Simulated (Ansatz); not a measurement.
**BiSb (model cell, started as NiAs type): relaxing the cell for a phonon run**

Aim: bring BiSb (model cell, started as NiAs type) to small forces and stress, as phonons need.

Calculated with Ansatz 0.2.0; DFT PBEsol, scalar-relativistic, plane waves, PAW.

The structure was built from a prototype and need not be the compound's stable phase.

## 1. The starting structure

It takes space group P6_3/mmc (No. 194, hexagonal). Conventional cell: a = 4.253 Å, b = 4.253 Å, c = 6.804 Å, α = 90.00°, β = 90.00°, γ = 120.00°. Nearest to Sb lie 6 Bi at 2.99 Å. Bi has 6 Sb at 2.99 Å nearest. Farther neighbours are not listed.

## 2. A coarse first look

First a cheap look: the gap decides the mesh and the occupations, the pressure tells how far the cell has to move.

input.yaml

```yaml
crystal:
  lattice:
    - [4.25254, 0.0, 0.0]
    - [-2.12627, 3.68281, 0.0]
    - [0.0, 0.0, 6.80406]
  atoms:
    - { symbol: Sb, position: [0.0, 0.0, 0.0] }
    - { symbol: Sb, position: [0.0, 0.0, 0.5] }
    - { symbol: Bi, position: [0.333333, 0.666667, 0.25] }
    - { symbol: Bi, position: [0.666667, 0.333333, 0.75] }
kpoints:
  mp_grid: { grid: [6, 6, 4] }
hamiltonian:
  xc: pbesol
scf:
  occupations: { method: gaussian, width: 0.1 }
output:
  forces: true
  stress: true
  eigenvalues: true
```

On the command line:

```sh
> ansatz run input.yaml --threads 4 --pin off --max-ram 7168MiB --backend cpu --events-out ev --progress --plain --runs-dir out
```

Numbers of over 12 decimals in the logs are rounded to 6 here.

The log of the run:

```text
[...]
k-point 0: bands = [... 26 lower, 11.7936, 11.8546, 12.3333, 12.3333, 13.1922, 13.1922, 14.4111, 15.7572, ... 2 higher]
  k-point 1: bands = [... 26 lower, 11.4621, 11.5771, 11.8657, 11.8657, 13.6478, 13.6478, 14.7417, 15.2638, ... 2 higher]
  k-point 2: bands = [... 26 lower, 11.2175, 11.2175, 11.2989, 11.2989, 14.4111, 14.4111, 14.4111, 14.4111, ... 2 higher]
  k-point 20: bands = [... 26 lower, 10.3813, 10.3813, 12.2466, 12.2466, 12.5960, 12.5960, 17.1812, 17.1812, ... 2 higher]
[key lines of the parts left out:]
SCF converged after 6 iterations
Free energy (F): -37298.887857 eV
Fermi energy:    13.001227 eV
P = ⅓ Tr σ = 15.1626 GPa (151.626 kbar)
```

The job ended after 3.2 s (4 threads of Arm Neoverse N1, shared host; peak memory 0.44 GiB).

This step gave:

| Quantity | Value |
| --- | --- |
| pressure | 15.16 GPa |
| volume per atom | 26.64 Å³ |
| gap on the k-mesh | 0 eV |

The coarse mesh shows no gap and a pressure of 15.2 GPa.

## 3. Coarse relaxation

The start is far from rest, so a relaxation with loose tolerances brings it close first.

input.yaml, as its differences from that of step 2:

```diff
@@ -20 +20,6 @@
   eigenvalues: true
+relax:
+  adjacent_minimum: "off"
+  f_tol: 0.05
+  max_steps: 80
+  cell: { stress_tol: 0.5 }
```

The log of the run:

```text
[...]
Crystal: 4 atoms, lattice volume = 106.560 Å³
Basis set: ecut = 420 eV, 2069 PW (Γ), exchange–correlation on 60×60×96 points (8 copies of the dense FFT grid, shifted against one another)
Bands: 36, of which v1, the nominal top of the filled ones, is band 30 counted from 1 (29 counted from 0)
Symmetry: 24 space group operations
[...]
F+E_penalty+E_count = -37299.82122744 eV   max|allowed force component| = 3.990e-17 eV/Å   (the final SCF, on the basis selected at the relaxed cell)
  cell:  # Å, volume = 126.5226 Å³
    - [4.368856, 0.0, 0.0]
    - [-2.184428, 3.783540, 0.0]
    - [0.0, 0.0, 7.654242]
  atoms:
    - { symbol: Sb, position: [0, 0, 0] }
    - { symbol: Sb, position: [0, 0, 0.500000] }
    - { symbol: Bi, position: [0.333333, 0.666667, 0.250000] }
    - { symbol: Bi, position: [0.666667, 0.333333, 0.750000] }
[key lines of the parts left out:]
SCF converged after 4 iterations
Free energy (F): -37299.821227 eV
Fermi energy:    10.165623 eV
P = ⅓ Tr σ = -0.0440 GPa (-0.440 kbar)
```

It took 25 s on 4 threads; peak memory 0.48 GiB.

Step by step:

```
step  energy less that of the first step (eV)  largest force component (eV/Å)  pressure (GPa)  volume (Å³)
   1                                   0.0000                          0.0000           15.16       106.56
   2                                  -0.7596                          0.0000            4.78       118.61
   3                                  -0.9106                          0.0000            1.15       124.40
   4                                  -0.9237                          0.0000            0.12       126.26
  5*                                  -0.9302                          0.0000            0.19       126.26
   6                                  -0.9333                          0.0000           -0.04       126.52
  7*                                  -0.9334                          0.0000           -0.04       126.52
```

Relaxation steps marked * repeat the geometry before them on a plane-wave basis chosen anew for their cell, so energy and pressure can jump there.

The run keeps the 24 symmetry operations that it works with, so distortions that break them were not tested.

```
     cell as run  before  after   change
           a (Å)   4.253  4.369   +2.7 %
           b (Å)   4.253  4.369   +2.7 %
           c (Å)   6.804  7.654  +12.5 %
volume (Å³/atom)   26.64  31.63  +18.7 %
```

The relaxed structure:

```xyz
4
Lattice="4.3689 0.0000 0.0000 -2.1844 3.7835 0.0000 0.0000 0.0000 7.6542" Properties=species:S:1:pos:R:3 pbc="T T T"
Sb    0.0000    0.0000    0.0000
Sb    0.0000    0.0000    3.8271
Bi    0.0000    2.5224    1.9136
Bi    2.1844    1.2612    5.7407
```

Numbers from this step:

| Item | Value |
| --- | --- |
| pressure | -0.04398 GPa |
| volume per atom | 31.63 Å³ |

In this step the volume went from 26.64 to 31.63 Å³/atom.

## 4. Bringing the structure to rest

The cell and atoms are relaxed, since residual forces and stress would shift the frequencies.

input.yaml

```yaml
crystal:
  lattice:
    - [4.3688558459, 0.0, 0.0]
    - [-2.184427923, 3.7835401481, 0.0]
    - [0.0, 0.0, 7.6542415225]
  atoms:
    - { symbol: Sb, position: [0.0, 0.0, 0.0] }
    - { symbol: Sb, position: [0.0, 0.0, 0.5] }
    - { symbol: Bi, position: [0.3333333333, 0.6666666667, 0.25] }
    - { symbol: Bi, position: [0.6666666667, 0.3333333333, 0.75] }
kpoints:
  mp_grid: { grid: [12, 12, 6] }
hamiltonian:
  xc: pbesol
scf:
  occupations: { method: gaussian, width: 0.1 }
output:
  forces: true
  stress: true
  eigenvalues: true
  write_density: true
  write_potential: true
  elf: true
  volumetric_format: npy
relax:
  adjacent_minimum: "off"
  f_tol: 0.005
  max_steps: 80
  cell: { stress_tol: 0.05 }
```

The log of the run:

```text
[...]
Crystal: 4 atoms, lattice volume = 126.523 Å³
Basis set: ecut = 420 eV, 2503 PW (Γ), exchange–correlation on 60×60×108 points (8 copies of the dense FFT grid, shifted against one another)
Bands: 36, of which v1, the nominal top of the filled ones, is band 30 counted from 1 (29 counted from 0)
[... 1 set-up line as in the run before ...]
[...]
k-points: 76 of 864
[...]
SCF iter   1: F=—  HF=-37299.806340 eV  |F-HF|=—  |Δ(HF+E_count)|=         —  Δρ=1.99e-3  dr2=3.13e-3  ethr=1.77e-3  ⟨swp⟩=6.5  Hψ=11218  notcnv=0
[...]
SCF iter   8: F=-37299.802661 eV  HF=-37299.802661 eV  |F-HF|=1.72e-8  |Δ(HF+E_count)|=   7.41e-8  Δρ=4.73e-6  dr2=1.71e-8  ethr=1.67e-10  ⟨swp⟩=13.4  Hψ=21709  notcnv=0
SCF 1 converged in 8 iterations: F = -37299.802661 eV  dr2 = 1.71e-8
[...]
relax step   1: F+E_penalty+E_count = -37299.80266120 eV  Δ(F+E_penalty+E_count) = +0.000e0 eV  max|allowed force component| = 5.782e-17 eV/Å  Δτ_max = 0.0000 Å  P = -0.008 GPa  Ω = 126.523 Å³  (8 SCF iters, dr2 threshold 1.00e-7 eV, accepted)
Crystal: 4 atoms, lattice volume = 125.890 Å³
Basis set: ecut = 420 eV, 2409 PW (Γ), exchange–correlation on 60×60×108 points (8 copies of the dense FFT grid, shifted against one another)
[...]
SCF iter   5: F=-37299.818534 eV  HF=-37299.818534 eV  |F-HF|=4.95e-9  |Δ(HF+E_count)|=   3.93e-9  Δρ=4.03e-6  dr2=2.75e-8  ethr=6.67e-10  ⟨swp⟩=9.8  Hψ=17775  notcnv=0
SCF 2 converged in 5 iterations: F = -37299.818534 eV  dr2 = 2.75e-8
[...]
relax step   2: F+E_penalty+E_count = -37299.81853369 eV  Δ(F+E_penalty+E_count) = -1.587e-2 eV  max|allowed force component| = 5.551e-17 eV/Å  Δτ_max = 0.0000 Å  P = -0.040 GPa  Ω = 125.890 Å³  energy of the carried Pulay correction = +1.205e-4 eV  (5 SCF iters, dr2 threshold 4.00e-7 eV, accepted)
Crystal: 4 atoms, lattice volume = 125.374 Å³
Basis set: ecut = 420 eV, 2397 PW (Γ), exchange–correlation on 60×60×108 points (8 copies of the dense FFT grid, shifted against one another)
[...]
SCF iter   4: F=-37299.820419 eV  HF=-37299.820419 eV  |F-HF|=1.04e-8  |Δ(HF+E_count)|=   2.82e-9  Δρ=5.16e-6  dr2=6.22e-8  ethr=2.40e-10  ⟨swp⟩=11.4  Hψ=20593  notcnv=0
SCF 3 converged in 4 iterations: F = -37299.820419 eV  dr2 = 6.22e-8
relax step   3: F+E_penalty+E_count = -37299.82041875 eV  Δ(F+E_penalty+E_count) = -1.885e-3 eV  max|allowed force component| = 5.782e-17 eV/Å  Δτ_max = 0.0000 Å  P = +0.047 GPa  Ω = 125.374 Å³  energy of the carried Pulay correction = +2.196e-4 eV  (4 SCF iters, dr2 threshold 1.44e-7 eV, accepted)
[...]
relax step   4: F+E_penalty+E_count = -37299.82052588 eV  Δ(F+E_penalty+E_count) = -1.071e-4 eV  max|allowed force component| = 1.388e-17 eV/Å  Δτ_max = 0.0000 Å  P = -0.046 GPa  Ω = 125.470 Å³  energy of the carried Pulay correction = +2.010e-4 eV  (4 SCF iters, dr2 threshold 3.86e-8 eV, accepted)
[...]
relax step   5: F+E_penalty+E_count = -37299.82029066 eV  Δ(F+E_penalty+E_count) = +2.352e-4 eV  max|allowed force component| = 1.735e-17 eV/Å  Δτ_max = 0.0000 Å  P = -0.047 GPa  Ω = 125.470 Å³  stress off target by 5.22e-2 GPa  SCF on the basis re-selected at this cell (its energy is not comparable with the rows above)  (6 SCF iters)
[...]
relax step   6: F+E_penalty+E_count = -37299.82032861 eV  Δ(F+E_penalty+E_count) = -3.795e-5 eV  max|allowed force component| = 3.816e-17 eV/Å  Δτ_max = 0.0000 Å  P = +0.001 GPa  Ω = 125.355 Å³  energy of the carried Pulay correction = +2.226e-5 eV  (4 SCF iters, dr2 threshold 6.81e-9 eV, accepted)
[...]
SCF iter   6: F=-37299.820312 eV  HF=-37299.820312 eV  |F-HF|=2.18e-11  |Δ(HF+E_count)|=  3.64e-11  Δρ=1.81e-7  dr2=2.43e-11  ethr=1.00e-12  ⟨swp⟩=5.0  Hψ=13372  notcnv=0
SCF 7 converged in 6 iterations: F = -37299.820312 eV  dr2 = 2.43e-11
relax step   7: F+E_penalty+E_count = -37299.82031234 eV  Δ(F+E_penalty+E_count) = +1.627e-5 eV  max|allowed force component| = 3.643e-17 eV/Å  Δτ_max = 0.0000 Å  P = +0.001 GPa  Ω = 125.355 Å³  stress off target by 1.50e-3 GPa  SCF on the basis re-selected at this cell (its energy is not comparable with the rows above)  (6 SCF iters)
[...]
SCF converged after 6 iterations
Free energy (F): -37299.820312 eV
[...]
Internal energy: -37299.809851 eV  (E = F + TS)
E sigma→0 (E₀):  -37299.815082 eV
Entropy (-TS):   -0.010461 eV (-2.615 meV/atom)
Fermi energy:    10.201775 eV
[...]
--- Stress (GPa, compression-positive) ---
        0.001504       0.000000       0.000000
        0.000000       0.001504       0.000000
       -0.000000       0.000000       0.001130
  P = ⅓ Tr σ = 0.0014 GPa (0.014 kbar)
--- Band table (eV; the first three rows and the last of 76) ---
  k-point 0: bands = [... 26 lower, 9.0174, 9.9914, 10.4680, 10.4680, 10.7923, 10.7923, 11.6513, 12.9653, ... 2 higher]
  k-point 1: bands = [... 26 lower, 9.0687, 9.8064, 10.1660, 10.1660, 11.1183, 11.1183, 11.8752, 12.8239, ... 2 higher]
  k-point 2: bands = [... 26 lower, 9.2202, 9.4150, 9.7876, 9.7876, 11.5739, 11.5739, 12.3776, 12.4751, ... 2 higher]
  k-point 75: bands = [... 26 lower, 7.4600, 7.4600, 9.2156, 9.2156, 9.4137, 9.4137, 14.4873, 14.4873, ... 2 higher]
--- Relaxed structure (5 steps of the walk, 5 accepted, 2 SCFs on fresh bases) ---
[...]
cell:  # Å, volume = 125.3547 Å³
    - [4.283837, 2.8305658944675345e-11, 0.0]
    - [-2.141918, 3.709912, 0.0]
    - [0.0, 0.0, 7.887585]
  atoms:
    - { symbol: Sb, position: [0, 0, 0] }
    - { symbol: Sb, position: [0, 0, 0.5] }
    - { symbol: Bi, position: [0.333333, 0.666667, 0.25] }
    - { symbol: Bi, position: [0.666667, 0.333333, 0.750000] }
```

Wall time 93 s (4 threads); peak memory 0.63 GiB; 5.9 min of CPU time.

The steps of the relaxation:

```
step  energy less that of the first step (eV)  largest force component (eV/Å)  pressure (GPa)  volume (Å³)
   1                                   0.0000                          0.0000           -0.01       126.52
   2                                  -0.0159                          0.0000           -0.04       125.89
   3                                  -0.0178                          0.0000            0.05       125.37
   4                                  -0.0179                          0.0000           -0.05       125.47
  5*                                  -0.0176                          0.0000           -0.05       125.47
   6                                  -0.0177                          0.0000            0.00       125.35
  7*                                  -0.0177                          0.0000            0.00       125.35
```

Relaxation steps marked * repeat the geometry before them on a plane-wave basis chosen anew for their cell, so energy and pressure can jump there.

The run keeps the 24 symmetry operations that it works with, so distortions that break them were not tested.

```
conventional cell, symmetrised  before  after  change
                         a (Å)   4.369  4.284  -1.9 %
                         b (Å)   4.369  4.284  -1.9 %
                         c (Å)   7.654  7.888  +3.0 %
              volume (Å³/atom)   31.63  31.34  -0.9 %
```

Final coordinates:

```xyz
4
Lattice="4.2838 0.0000 0.0000 -2.1419 3.7099 0.0000 0.0000 0.0000 7.8876" Properties=species:S:1:pos:R:3 pbc="T T T"
Sb    0.0000    0.0000    0.0000
Sb    0.0000    0.0000    3.9438
Bi    0.0000    2.4733    1.9719
Bi    2.1419    1.2366    5.9157
```

This step gave:

```yaml
pressure: 0.001380 GPa
volume_per_atom: 31.34 Å³
```

Valence density in the ac plane at fractional y = 0.000, with atoms of Sb within 0.2 Å of it. It is the smooth field of the valence electrons, not physical close to the nuclei.

Ten steps, logarithmic in the rise over the least value, from '_' (0 e/Å³) to '@' (20 e/Å³), each cell a mean:
```
@@##==::..__________..--**%%
**++--::..__________..::==++
--::::..____________....::--
......__________________....
____________......__________
__________........__________
__________........__________
..____________..__________..
::::....______________....::
++==::....__________..::--==
%%##==::..__________..--++##
@@%%++::..__________..--**@@
@@##==::..__________..--**%%
**++--::..__________..::==++
--::::..____________....::--
......__________________....
____________......__________
__________........__________
__________........__________
..____________..__________..
::::....______________....::
++==::....__________..::--==
%%##==::..__________..--++##
@@%%++::..__________..--**@@
```
Columns run along a (4.3 Å), rows up along c (7.9 Å). Atoms in or near the plane, at fractional coordinates: Sb at (0.00, 0.00), Sb at (0.00, 0.50).

Electrostatic potential energy in the ac plane at fractional y = 0.000, with atoms of Sb within 0.2 Å of it. With pseudopotentials it is smooth inside the atoms' cores, unlike the true potential.

Ten even steps from '0' (-17 eV) to '9' (13 eV), each cell a mean:
```
00048999997200
00268999998410
23689999998753
78899988899987
99999887889999
99999877789999
99999877889999
88999888899998
55789999999875
01378999998620
00148999997300
00037999996200
00048999997200
00268999998410
23689999998753
78899988899987
99999887889999
99999877789999
99999877889999
88999888899998
55789999999875
01378999998620
00148999997300
00037999996200
```
Columns run along a (4.3 Å; values clipped at the 3rd and 97th percentile), rows up along c (7.9 Å). Atoms in or near the plane, at fractional coordinates: Sb at (0.00, 0.00), Sb at (0.00, 0.50).

ELF in the ac plane at fractional y = 0.000, with atoms of Sb within 0.2 Å of it. It is the smooth field of the valence electrons, not physical close to the nuclei.

Values, 24 rows by 14 columns, each cell a mean:
```
0.01 0.05 0.26 0.40 0.49 0.34 0.17 0.12 0.22 0.43 0.47 0.37 0.17 0.03
0.15 0.23 0.36 0.45 0.48 0.32 0.20 0.17 0.23 0.39 0.48 0.42 0.31 0.19
0.35 0.37 0.43 0.48 0.41 0.31 0.26 0.26 0.27 0.34 0.45 0.47 0.40 0.36
0.39 0.41 0.41 0.38 0.33 0.33 0.35 0.36 0.35 0.33 0.35 0.39 0.41 0.40
0.25 0.25 0.25 0.27 0.32 0.37 0.39 0.40 0.39 0.35 0.30 0.26 0.25 0.25
0.12 0.13 0.17 0.23 0.32 0.38 0.41 0.41 0.40 0.36 0.29 0.21 0.15 0.13
0.18 0.19 0.21 0.25 0.32 0.38 0.40 0.41 0.40 0.36 0.29 0.23 0.20 0.18
0.36 0.36 0.35 0.33 0.32 0.35 0.37 0.38 0.37 0.34 0.32 0.34 0.36 0.36
0.38 0.40 0.45 0.45 0.37 0.31 0.30 0.31 0.30 0.33 0.40 0.46 0.43 0.39
0.25 0.30 0.38 0.47 0.46 0.31 0.22 0.20 0.24 0.37 0.48 0.44 0.35 0.28
0.04 0.11 0.30 0.42 0.49 0.33 0.18 0.14 0.22 0.42 0.48 0.38 0.22 0.07
0.00 0.02 0.22 0.39 0.49 0.35 0.16 0.11 0.21 0.44 0.46 0.35 0.12 0.01
0.01 0.05 0.26 0.40 0.49 0.34 0.17 0.12 0.22 0.43 0.47 0.37 0.17 0.03
0.15 0.23 0.36 0.45 0.48 0.32 0.20 0.17 0.23 0.39 0.48 0.42 0.31 0.19
0.35 0.37 0.43 0.48 0.41 0.31 0.26 0.26 0.27 0.34 0.45 0.47 0.40 0.36
0.39 0.41 0.41 0.38 0.33 0.33 0.35 0.36 0.35 0.33 0.35 0.39 0.41 0.40
0.25 0.25 0.25 0.27 0.32 0.37 0.39 0.40 0.39 0.35 0.30 0.26 0.25 0.25
0.12 0.13 0.17 0.23 0.32 0.38 0.41 0.41 0.40 0.36 0.29 0.21 0.15 0.13
0.18 0.19 0.21 0.25 0.32 0.38 0.40 0.41 0.40 0.36 0.29 0.23 0.20 0.18
0.36 0.36 0.35 0.33 0.32 0.35 0.37 0.38 0.37 0.34 0.32 0.34 0.36 0.36
0.38 0.40 0.45 0.45 0.37 0.31 0.30 0.31 0.30 0.33 0.40 0.46 0.43 0.39
0.25 0.30 0.38 0.47 0.46 0.31 0.22 0.20 0.24 0.37 0.48 0.44 0.35 0.28
0.04 0.11 0.30 0.42 0.49 0.33 0.18 0.14 0.22 0.42 0.48 0.38 0.22 0.07
0.00 0.02 0.22 0.39 0.49 0.35 0.16 0.11 0.21 0.44 0.46 0.35 0.12 0.01
```
Columns run along a (4.3 Å), rows up along c (7.9 Å). Atoms in or near the plane, at fractional coordinates: Sb at (0.00, 0.00), Sb at (0.00, 0.50).

In this step the volume went from 31.63 to 31.34 Å³/atom.

## 5. Tight relaxation

Phonons need a cell at rest on their own settings, so the relaxation is repeated with tight tolerances on forces and stress, using the mesh and the filling of the phonon run that follows.

input.yaml

```yaml
crystal:
  lattice:
    - [4.2838368347, 0.0, 0.0]
    - [-2.1419184174, 3.7099115245, 0.0]
    - [0.0, 0.0, 7.8875851872]
  atoms:
    - { symbol: Sb, position: [0.0, 0.0, 0.0] }
    - { symbol: Sb, position: [0.0, 0.0, 0.5] }
    - { symbol: Bi, position: [0.3333333333, 0.6666666667, 0.25] }
    - { symbol: Bi, position: [0.6666666667, 0.3333333333, 0.75] }
kpoints:
  mp_grid: { grid: [12, 12, 6] }
hamiltonian:
  xc: pbesol
scf:
  occupations: { method: methfessel_paxton, width: 0.15 }
output:
  forces: true
  stress: true
  eigenvalues: true
relax:
  adjacent_minimum: "off"
  f_tol: 0.001
  max_steps: 60
  cell: { stress_tol: 0.01 }
```

The log of the run:

```text
[...]
Crystal: 4 atoms, lattice volume = 125.355 Å³
Basis set: ecut = 420 eV, 2409 PW (Γ), exchange–correlation on 60×60×108 points (8 copies of the dense FFT grid, shifted against one another)
Bands: 36, of which v1, the nominal top of the filled ones, is band 30 counted from 1 (29 counted from 0)
[... 1 set-up line as in the run before ...]
[...]
k-points: 76 of 864
[...]
--- Relaxed structure (2 steps of the walk, 2 accepted, 1 SCFs on fresh bases) ---
[...]
cell:  # Å, volume = 125.3383 Å³
    - [4.283896, 2.8867840725967358e-11, 0.0]
    - [-2.141948, 3.709962, 0.0]
    - [0.0, 0.0, 7.886338]
  atoms:
    - { symbol: Sb, position: [0, 0, 0.0] }
    - { symbol: Sb, position: [0, 0, 0.5] }
    - { symbol: Bi, position: [0.333333, 0.666667, 0.25] }
    - { symbol: Bi, position: [0.666667, 0.333333, 0.75] }
[key lines of the parts left out:]
SCF converged after 8 iterations
Free energy (F): -37299.814838 eV
Fermi energy:    10.199062 eV
P = ⅓ Tr σ = 0.0042 GPa (0.042 kbar)
```

Elapsed: 39 s, on 4 threads; peak memory 0.62 GiB; 2.4 min of CPU time.

Little changed from the start: no atom moved by 0.005 Å and no cell edge by 0.1 %.

This step gave:

| Quantity | Value |
| --- | --- |
| pressure | 0.004203 GPa |
| volume per atom | 31.33 Å³ |

The forces vanish by symmetry and the pressure is 0.004 GPa, within the tolerances set. The cell now holds 31.33 Å³/atom.

## 6. Results

```
space group after relaxation (within 0.01 Å) : P6_3/mmc
lattice constant a                           : 4.284 Å
lattice constant b                           : 4.284 Å
lattice constant c                           : 7.886 Å
volume per atom                              : 31.3 Å³
```

What this shows: The forces vanish by symmetry and the pressure is 0.004 GPa, within the tolerances set. The cell now holds 31.33 Å³/atom. The relaxation keeps the symmetry of its start, so it says nothing on stability against lower symmetry. Spin-orbit coupling is left out, which can matter for the heavy elements here. The starting cell was built on a prototype and not taken from a measurement, so the phase need not exist.

[Logs are printed without paths, hosts, clocks, repeated set-up lines and the standing remarks that a program may print on its own settings, such as how far it seeks lower states.]

[Hosts, paths, dates, database ids (printed as entryN), source tags and the programs' standing remarks are cut or masked in the printed files.]
